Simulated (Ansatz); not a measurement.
**Cl-terminated Sn(111) slab, 1 bilayer: the cell at rest**

Aim: bring Cl-terminated Sn(111) slab, 1 bilayer to small forces and stress, as phonons need.

Program: Ansatz 0.2.0. Level of theory: DFT PBEsol, scalar-relativistic, plane waves, PAW; PAW set soft_1. Results are calculated unless marked as measured.

### Step 1. The structure

The cell holds 4 atoms: 2 Cl and 2 Sn. Its edges and angles: a = 4.589 Å, b = 4.589 Å, c = 18.677 Å, α = 90.0°, β = 90.0°, γ = 120.0°. Vacuum lies along c.

Coordinates:

```cif
data_structure
_symmetry_space_group_name_H-M 'P 1'
_symmetry_Int_Tables_number 1
_cell_length_a 4.5891
_cell_length_b 4.5891
_cell_length_c 18.6767
_cell_angle_alpha 90.000
_cell_angle_beta 90.000
_cell_angle_gamma 120.000
_cell_volume 340.64
loop_
_atom_site_label
_atom_site_type_symbol
_atom_site_fract_x
_atom_site_fract_y
_atom_site_fract_z
_atom_site_occupancy
Cl1 Cl 0.00000 0.00000 0.34803 1
Cl2 Cl 0.33333 0.66667 0.65197 1
Sn3 Sn 0.00000 0.00000 0.47492 1
Sn4 Sn 0.33333 0.66667 0.52508 1
```

### Step 2. A coarse first look

A quick single point on a coarse mesh tells whether the cell has a gap and how far it is from rest, which sets the k mesh and smearing that follow.

The program solves this slab on a cell height of its own, 35.2 Å, in place of the one typed.

Contents of input.yaml:

```yaml
crystal:
  lattice:
    - [4.58912, 0.0, 0.0]
    - [-2.29456, 3.9743, 0.0]
    - [0.0, 0.0, 18.67675]
  atoms:
    - { symbol: Cl, position: [0.0, 0.0, 0.348026] }
    - { symbol: Cl, position: [0.333333, 0.666667, 0.651974] }
    - { symbol: Sn, position: [0.0, 0.0, 0.474922] }
    - { symbol: Sn, position: [0.333333, 0.666667, 0.525078] }
  periodic: [true, true, false]
kpoints:
  mp_grid: { grid: [6, 6, 1] }
hamiltonian:
  xc: pbesol
  pseudopotentials: { kind: paw, azcp: { folder: soft_1 }, xc_functional: pbe }
scf:
  occupations: { method: gaussian, width: 0.1 }
output:
  forces: true
  stress: true
  eigenvalues: true
```

The run is started by

```
$ ansatz run input.yaml --threads 4 --pin off --max-ram 16384MiB --backend cpu --events-out ev --progress --plain --runs-dir out
```

Numbers of over 12 decimals in the logs are rounded to 6 here.

The log of the run:

```text
[...]
k-point 0: bands = [... 17 lower, -8.4427, -8.4427, -6.0249, -6.0249, -5.8549, -4.8490, -2.7850, -2.7850, ... 1 higher]
  k-point 1: bands = [... 17 lower, -8.5452, -8.4630, -7.6583, -6.3982, -4.9073, -4.2216, -2.5470, -2.0067, ... 1 higher]
  k-point 2: bands = [... 17 lower, -8.7158, -8.5086, -8.3940, -6.8816, -4.7816, -4.0794, -2.1809, -0.7257, ... 1 higher]
  k-point 6: bands = [... 17 lower, -8.7748, -8.5719, -8.5719, -7.8694, -3.3574, -3.3574, -1.5575, -0.8725, ... 1 higher]
[key lines of the parts left out:]
SCF converged after 8 iterations
Free energy (F): -14023.240359 eV
Fermi energy:    -5.925403 eV
P = ½ c Tr σ = 1.3324 N/m
```

Wall time 1.5 s (4 threads of Intel Xeon 6975P-C (Granite Rapids), shared host); peak memory 0.93 GiB; 5.3 s of CPU time.

Numbers from this step:

- gap on the k-mesh: 0.1701 eV
- direct gap on mesh: 0.1701 eV
- area per atom: 4.56 Å²

The coarse mesh shows a gap of 0.17 eV.

### Step 3. Bringing the structure to rest, k-mesh 9×9×1, smearing width 0.01 eV

Harmonic phonons are second derivatives at a point where the forces vanish, and they are wanted at zero stress, so atoms and cell are relaxed first.

The program solves this slab on a cell height of its own, 35.2 Å, in place of the one typed.

input.yaml, the sections that differ from step 2:

```yaml
kpoints:
  mp_grid: { grid: [9, 9, 1] }
scf:
  occupations: { method: gaussian, width: 0.01 }
output:
  forces: true
  stress: true
  eigenvalues: true
  write_density: true
  write_potential: true
  elf: true
  volumetric_format: npy
relax:
  adjacent_minimum: "off"
  f_tol: 0.005
  max_steps: 80
  cell: { stress_2d_tol: 0.02 }
# crystal, hamiltonian: as in step 2
```

The log of the run:

```text
[...]
Crystal: 4 atoms, lattice volume = 641.149 Å³
Basis set: ecut = 420 eV, 12627 PW (Γ), exchange–correlation on 64×64×480 points (8 copies of the dense FFT grid, shifted against one another)
Bands: 26, of which v1, the nominal top of the filled ones, is band 21 counted from 1 (20 counted from 0)
Symmetry: 12 space group operations
[...]
k-points: 12 of 81
[...]
SCF iter   1: F=—  HF=-14023.770403 eV  |F-HF|=—  |Δ(HF+E_count)|=         —  Δρ=1.26e-2  dr2=1.90e0  ethr=3.10e-3  ⟨swp⟩=14.3  Hψ=2446  notcnv=0
[...]
SCF iter  10: F=-14023.262426 eV  HF=-14023.262426 eV  |F-HF|=2.91e-11  |Δ(HF+E_count)|=  2.46e-10  Δρ=7.78e-8  dr2=4.57e-11  ethr=2.00e-12  ⟨swp⟩=9.7  Hψ=2284  notcnv=0
SCF 1 converged in 10 iterations: F = -14023.262426 eV  dr2 = 4.57e-11
[...]
relax step   1: F+E_penalty+E_count = -14023.26242577 eV  Δ(F+E_penalty+E_count) = +0.000e0 eV  max|allowed force component| = 4.495e-1 eV/Å  Δτ_max = 0.0000 Å  P = +1.321 N/m  Ω = 641.149 Å³  fix = [c, alpha, beta]  reactions: c +0.000 N/m  (10 SCF iters, dr2 threshold 1.00e-7 eV, accepted)
Crystal: 4 atoms, lattice volume = 659.356 Å³
Basis set: ecut = 420 eV, 12963 PW (Γ), exchange–correlation on 64×64×480 points (8 copies of the dense FFT grid, shifted against one another)
[...]
iter 1 solved again at ethr=3.08e-4 eV; its pass at ethr=3.10e-3 eV (dr2=1.29e-1 eV) is discarded
[...]
SCF iter   7: F=-14023.311944 eV  HF=-14023.311944 eV  |F-HF|=1.76e-7  |Δ(HF+E_count)|=   8.38e-7  Δρ=6.18e-6  dr2=2.20e-7  ethr=9.52e-10  ⟨swp⟩=20.4  Hψ=4273  notcnv=0
SCF 2 converged in 7 iterations: F = -14023.311944 eV  dr2 = 2.20e-7
relax step   2: F+E_penalty+E_count = -14023.31194424 eV  Δ(F+E_penalty+E_count) = -4.952e-2 eV  max|allowed force component| = 2.989e-1 eV/Å  Δτ_max = 0.1950 Å  P = +2.004 N/m  Ω = 659.356 Å³  energy of the carried Pulay correction = -1.512e-4 eV  fix = [c, alpha, beta]  reactions: c +0.000 N/m  (7 SCF iters, dr2 threshold 4.00e-7 eV, accepted)
Crystal: 4 atoms, lattice volume = 673.786 Å³
Basis set: ecut = 420 eV, 13119 PW (Γ), exchange–correlation on 64×64×480 points (8 copies of the dense FFT grid, shifted against one another)
[...]
SCF iter   6: F=-14023.381189 eV  HF=-14023.381189 eV  |F-HF|=1.17e-8  |Δ(HF+E_count)|=   6.11e-7  Δρ=3.46e-6  dr2=9.81e-8  ethr=9.52e-10  ⟨swp⟩=19.9  Hψ=3484  notcnv=0
SCF 3 converged in 6 iterations: F = -14023.381189 eV  dr2 = 9.81e-8
relax step   3: F+E_penalty+E_count = -14023.38118907 eV  Δ(F+E_penalty+E_count) = -6.924e-2 eV  max|allowed force component| = 9.107e-2 eV/Å  Δτ_max = 0.0510 Å  P = +1.080 N/m  Ω = 673.786 Å³  energy of the carried Pulay correction = -2.681e-4 eV  fix = [c, alpha, beta]  reactions: c +0.000 N/m  (6 SCF iters, dr2 threshold 4.00e-7 eV, accepted)
[...]
relax step   4: F+E_penalty+E_count = -14023.40959189 eV  Δ(F+E_penalty+E_count) = -2.840e-2 eV  max|allowed force component| = 5.342e-2 eV/Å  Δτ_max = 0.0033 Å  P = +0.298 N/m  Ω = 697.448 Å³  energy of the carried Pulay correction = -4.543e-4 eV  fix = [c, alpha, beta]  reactions: c +0.000 N/m  (6 SCF iters, dr2 threshold 4.00e-7 eV, accepted)
[...]
relax step   5: F+E_penalty+E_count = -14023.41340768 eV  Δ(F+E_penalty+E_count) = -3.816e-3 eV  max|allowed force component| = 1.021e-3 eV/Å  Δτ_max = 0.0128 Å  P = +0.069 N/m  Ω = 708.325 Å³  energy of the carried Pulay correction = -5.377e-4 eV  fix = [c, alpha, beta]  reactions: c +0.000 N/m  (6 SCF iters, dr2 threshold 1.78e-7 eV, accepted)
[...]
relax step   6: F+E_penalty+E_count = -14023.41358090 eV  Δ(F+E_penalty+E_count) = -1.732e-4 eV  max|allowed force component| = 5.599e-3 eV/Å  Δτ_max = 0.0029 Å  P = +0.006 N/m  Ω = 711.346 Å³  energy of the carried Pulay correction = -5.607e-4 eV  fix = [c, alpha, beta]  reactions: c +0.000 N/m  (6 SCF iters, dr2 threshold 4.88e-9 eV, accepted)
[...]
relax step   7: F+E_penalty+E_count = -14023.41358228 eV  Δ(F+E_penalty+E_count) = -1.375e-6 eV  max|allowed force component| = 3.085e-4 eV/Å  Δτ_max = 0.0003 Å  P = -0.000 N/m  Ω = 711.528 Å³  energy of the carried Pulay correction = -5.621e-4 eV  fix = [c, alpha, beta]  reactions: c -0.000 N/m  (5 SCF iters, dr2 threshold 1.96e-9 eV, accepted)
Basis set: ecut = 420 eV, 13749 PW (Γ), exchange–correlation on 72×72×480 points (8 copies of the dense FFT grid, shifted against one another)
[...]
SCF iter   7: F=-14023.414232 eV  HF=-14023.414232 eV  |F-HF|=2.91e-10  |Δ(HF+E_count)|=  8.31e-10  Δρ=8.78e-9  dr2=1.23e-12  ethr=1.00e-12  ⟨swp⟩=10.9  Hψ=2098  notcnv=0
SCF 8 converged in 7 iterations: F = -14023.414232 eV  dr2 = 1.23e-12
relax step   8: F+E_penalty+E_count = -14023.41423209 eV  Δ(F+E_penalty+E_count) = -6.498e-4 eV  max|allowed force component| = 3.892e-4 eV/Å  Δτ_max = 0.0000 Å  P = +0.001 N/m  Ω = 711.528 Å³  fix = [c, alpha, beta]  reactions: c +0.000 N/m  stress off target by 1.23e-3 N/m on what of the cell is left free  SCF on the basis re-selected at this cell (its energy is not comparable with the rows above)  (7 SCF iters)
basis re-selected at this cell: Δ(F+E_penalty+E_count) = -6.498e-4 eV, ΔP = +0.001 N/m vs the last step (what re-selecting the basis moved, of the pressure what is left beyond the Pulay correction that the steps carried, after the strain that the cell walked since its last selection, with what the two solves' SCF thresholds leave and, on support functions, any second-order correction that the steps lacked; it is no measure of the basis error at this ecutwfc). The dense FFT grid was sized anew with the basis: this SCF ran on 36×36×240 points, the steps before it on 32×32×240, so part of this shift can come from that change (see relax.cell in the input reference). [rest of the remark cut]
WARN: The output density's exchange-correlation potential varies sharply where the density is thin. Do not read a vacuum level from v_tot or v_xc, or from such a field of the output density. On a cell that repeats whose density bears no net charge and no dipole along the vacuum's axis use v_es (v_loc + v_h of the components); under efield.dipole_correction with no amplitude use v_es + v_field, which holds any externa [...]
SCF converged after 7 iterations
Free energy (F): -14023.414232 eV
[...]
Internal energy: -14023.414093 eV  (E = F + TS)
E sigma→0 (E₀):  -14023.414162 eV
Entropy (-TS):   -0.000139 eV (-0.035 meV/atom)
Fermi energy:    -6.352312 eV
[...]
--- Forces (eV/Å), atoms counted from 1 ---
  atom   1  Cl     0.00000000     0.00000000     0.00038924
  atom   2  Cl     0.00000000    -0.00000000    -0.00038924
  atom   3  Sn    -0.00000000     0.00000000     0.00008784
  atom   4  Sn    -0.00000000    -0.00000000    -0.00008784
  max |Σ_I F_I| component: 3.59e-17 eV/Å
--- 2D stress c σ (N/m, compression-positive) ---
        0.001225       0.000000      -0.000000
        0.000000       0.001225      -0.000000
       -0.000000      -0.000000       0.000000
  P = ½ c Tr σ = 0.0012 N/m
--- Band table (eV; the first three rows and the last of 12) ---
  k-point 0: bands = [... 17 lower, -8.5242, -8.5242, -6.7941, -6.3523, -6.3523, -4.4330, -3.1060, -3.1060, ... 1 higher]
  k-point 1: bands = [... 17 lower, -8.5450, -8.5285, -7.5291, -6.4946, -5.5050, -4.3458, -3.1244, -2.7629, ... 1 higher]
  k-point 2: bands = [... 17 lower, -8.5937, -8.5425, -8.0551, -6.7710, -4.9833, -4.1105, -2.6045, -1.9220, ... 1 higher]
  k-point 11: bands = [... 17 lower, -8.7411, -8.4883, -8.4883, -7.7250, -2.8880, -2.8880, -1.9955, -1.9955, ... 1 higher]
--- Relaxed structure (7 steps of the walk, 7 accepted, 1 SCFs on fresh bases) ---
  F+E_penalty+E_count = -14023.41423209 eV   max|allowed force component| = 3.892e-4 eV/Å   (the final SCF, on the basis selected at the relaxed cell)
  cell:  # Å, volume = 711.5285 Å³
    - [4.834443, 0, 0]
    - [-2.417221, 4.186750, 0]
    - [0, 0, 35.153521618]
  atoms:
    - { symbol: Cl, position: [2.49945114468849e-18, 9.251849715283101e-18, 0.189202] }
    - { symbol: Cl, position: [0.333333, 0.666667, 0.342089] }
    - { symbol: Sn, position: [2.0712181030623356e-18, 9.251849715283101e-18, 0.256117] }
    - { symbol: Sn, position: [0.333333, 0.666667, 0.275174] }
```

It took 22 s on 4 threads; peak memory 1.1 GiB.

Relaxation path:

| step | energy less that of the first step (eV) | largest force component (eV/Å) | volume (Å³) |
| --- | --- | --- | --- |
| 1 | 0.0000 | 0.4495 | 641.15 |
| 2 | -0.0495 | 0.2989 | 659.36 |
| 3 | -0.1188 | 0.0911 | 673.79 |
| 4 | -0.1472 | 0.0534 | 697.45 |
| 5 | -0.1510 | 0.0010 | 708.32 |
| 6 | -0.1512 | 0.0056 | 711.35 |
| 7 | -0.1512 | 0.0003 | 711.53 |
| 8* | -0.1518 | 0.0004 | 711.53 |

Relaxation steps marked * repeat the geometry before them on a plane-wave basis chosen anew for their cell, so energy and pressure can jump there.

Forces are held to the 12 operations that the run works with; a distortion that breaks them can't arise in this run.

| cell as run | before | after | change |
| --- | --- | --- | --- |
| a (Å) | 4.589 | 4.834 | +5.3 % |
| b (Å) | 4.589 | 4.834 | +5.3 % |

The atoms that moved most (Å, along periodic axes as changes of fractional coordinates times the final cell, across vacuum about the mean position):

| atom | dx | dy | dz | length |
| --- | --- | --- | --- | --- |
| Cl2 | 0.000 | 0.000 | -0.151 | 0.151 |
| Cl1 | 0.000 | 0.000 | 0.151 | 0.151 |
| Sn3 | 0.000 | 0.000 | 0.133 | 0.133 |
| Sn4 | 0.000 | 0.000 | -0.133 | 0.133 |

Final coordinates:

```xyz
4
Lattice="4.8344 0.0000 0.0000 -2.4172 4.1868 0.0000 0.0000 0.0000 35.1535" Properties=species:S:1:pos:R:3
Cl    0.0000    0.0000    6.6511
Cl    0.0000    2.7912   12.0256
Sn    0.0000    0.0000    9.0034
Sn    0.0000    2.7912    9.6733
```

This step gave:

```
gap on the k-mesh : 0 eV
area per atom     : 5.06 Å²
```

Electrostatic potential energy in the ac plane at fractional y = 0.000, with atoms of Cl and Sn within 0.2 Å of it. With pseudopotentials it is smooth inside the atoms' cores, unlike the true potential.

Ten even steps from '_' (-18 eV) to '@' (0 eV), each cell a mean:
```
@@@@@@@@@@@@@@@@@@@@@@@@@@@@
@@@@@@@@@@@@@@@@@@@@@@@@@@@@
@@@@@@@@@@@@@@@@@@@@@@@@@@@@
@@@@@@@@@@@@@@@@@@@@@@@@@@@@
@@@@@@@@@@@@@@@@@@@@@@@@@@@@
@@@@@@@@@@@@@@@@@@@@@@@@@@@@
@@@@@@@@@@@@@@@@@@@@@@@@@@@@
@@@@@@@@@@@@@@@@@@@@@@@@@@@@
@@@@@@@@@@@@@@@@@@@@@@@@@@@@
@@@@@@@@@@@@@@@@@@@@@@@@@@@@
@@@@@@@@@@@@@@@@@@@@@@@@@@@@
@@@@@@@@@@@@@@@@@@@@@@@@@@@@
@@@@@@@@@@@@@@@@@@@@@@@@@@@@
@@@@@@@@@@@@@@@@@@@@@@@@@@@@
@@@@@@@@@@@@@@@@@@@@@@@@@@@@
@@@@@@@@@@@@@@@@@@@@@@@@@@@@
##%%%%%%%%%%%%%%%%%%%%%%%%##
++::..==**##****####++::__--
....--**%%%%%%%%%%%%##++::..
____::##@@@@@@@@@@@@@@**..__
%%@@@@@@@@@@@@@@@@@@@@@@@@%%
@@@@@@@@@@@@@@@@@@@@@@@@@@@@
@@@@@@@@@@@@@@@@@@@@@@@@@@@@
@@@@@@@@@@@@@@@@@@@@@@@@@@@@
```
Columns run along a (4.8 Å; values clipped at the 3rd and 97th percentile), rows up along c (35.2 Å). Atoms in or near the plane, at fractional coordinates: Cl at (0.00, 0.19), Sn at (0.00, 0.26).

ELF in the ac plane at fractional y = 0.000, with atoms of Cl and Sn within 0.2 Å of it. It is the smooth field of the valence electrons, not physical close to the nuclei.

Values, 24 rows by 14 columns, each cell a mean:
```
0.00 0.00 0.00 0.00 0.00 0.00 0.00 0.00 0.00 0.00 0.00 0.00 0.00 0.00
0.00 0.00 0.00 0.00 0.00 0.00 0.00 0.00 0.00 0.00 0.00 0.00 0.00 0.00
0.00 0.00 0.00 0.00 0.00 0.00 0.00 0.00 0.00 0.00 0.00 0.00 0.00 0.00
0.00 0.00 0.00 0.00 0.00 0.00 0.00 0.00 0.00 0.00 0.00 0.00 0.00 0.00
0.00 0.00 0.00 0.00 0.00 0.00 0.00 0.00 0.00 0.00 0.00 0.00 0.00 0.00
0.00 0.00 0.00 0.00 0.00 0.00 0.00 0.00 0.00 0.00 0.00 0.00 0.00 0.00
0.00 0.00 0.00 0.00 0.00 0.00 0.00 0.00 0.00 0.00 0.00 0.00 0.00 0.00
0.00 0.00 0.00 0.00 0.00 0.00 0.00 0.00 0.00 0.00 0.00 0.00 0.00 0.00
0.00 0.00 0.00 0.00 0.00 0.00 0.00 0.00 0.00 0.00 0.00 0.00 0.00 0.00
0.00 0.00 0.00 0.00 0.00 0.00 0.00 0.00 0.00 0.00 0.00 0.00 0.00 0.00
0.00 0.00 0.00 0.00 0.00 0.00 0.00 0.00 0.00 0.00 0.00 0.00 0.00 0.00
0.00 0.00 0.00 0.00 0.00 0.00 0.00 0.00 0.00 0.00 0.00 0.00 0.00 0.00
0.00 0.00 0.00 0.00 0.00 0.00 0.00 0.00 0.00 0.00 0.00 0.00 0.00 0.00
0.00 0.00 0.00 0.00 0.00 0.00 0.00 0.00 0.00 0.00 0.00 0.00 0.00 0.00
0.00 0.00 0.00 0.01 0.04 0.08 0.10 0.10 0.09 0.06 0.03 0.01 0.00 0.00
0.00 0.00 0.02 0.12 0.33 0.51 0.60 0.62 0.57 0.44 0.23 0.06 0.01 0.00
0.17 0.16 0.13 0.12 0.14 0.20 0.24 0.26 0.23 0.17 0.12 0.12 0.14 0.17
0.13 0.17 0.31 0.43 0.53 0.49 0.42 0.40 0.44 0.52 0.50 0.38 0.24 0.14
0.40 0.42 0.41 0.33 0.22 0.13 0.09 0.08 0.10 0.16 0.27 0.37 0.42 0.41
0.55 0.78 0.86 0.79 0.57 0.21 0.02 0.00 0.07 0.39 0.68 0.83 0.85 0.68
0.36 0.35 0.30 0.23 0.13 0.04 0.00 0.00 0.01 0.08 0.18 0.26 0.32 0.36
0.00 0.00 0.00 0.00 0.00 0.00 0.00 0.00 0.00 0.00 0.00 0.00 0.00 0.00
0.00 0.00 0.00 0.00 0.00 0.00 0.00 0.00 0.00 0.00 0.00 0.00 0.00 0.00
0.00 0.00 0.00 0.00 0.00 0.00 0.00 0.00 0.00 0.00 0.00 0.00 0.00 0.00
```
Columns run along a (4.8 Å), rows up along c (35.2 Å). Atoms in or near the plane, at fractional coordinates: Cl at (0.00, 0.19), Sn at (0.00, 0.26).

Valence density in the ac plane at fractional y = 0.000, with atoms of Cl and Sn within 0.2 Å of it. It is the smooth field of the valence electrons, not physical close to the nuclei.

Ten steps, logarithmic in the rise over the least value, from '_' (0.00 × 1e0 e/Å³) to '@' (6.33 × 1e0 e/Å³), each cell a mean:
```
____________________________
____________________________
____________________________
____________________________
____________________________
____________________________
____________________________
____________________________
____________________________
____________________________
____________________________
____________________________
____________________________
____________________________
____________________________
__________..........________
......__....................
@@%%**--::::::::::::--==##@@
##**==::..________..::--++##
****++--..__________::==****
::....__________________..::
____________________________
____________________________
____________________________
```
Columns run along a (4.8 Å), rows up along c (35.2 Å). Atoms in or near the plane, at fractional coordinates: Cl at (0.00, 0.19), Sn at (0.00, 0.26).

[end of part 1 of 2]

[Logs are printed without paths, hosts, clocks, repeated set-up lines and the standing remarks that a program may print on its own settings, such as how far it seeks lower states.]

[Hosts, paths, dates, database ids (printed as entryN), source tags and the programs' standing remarks are cut or masked in the printed files.]
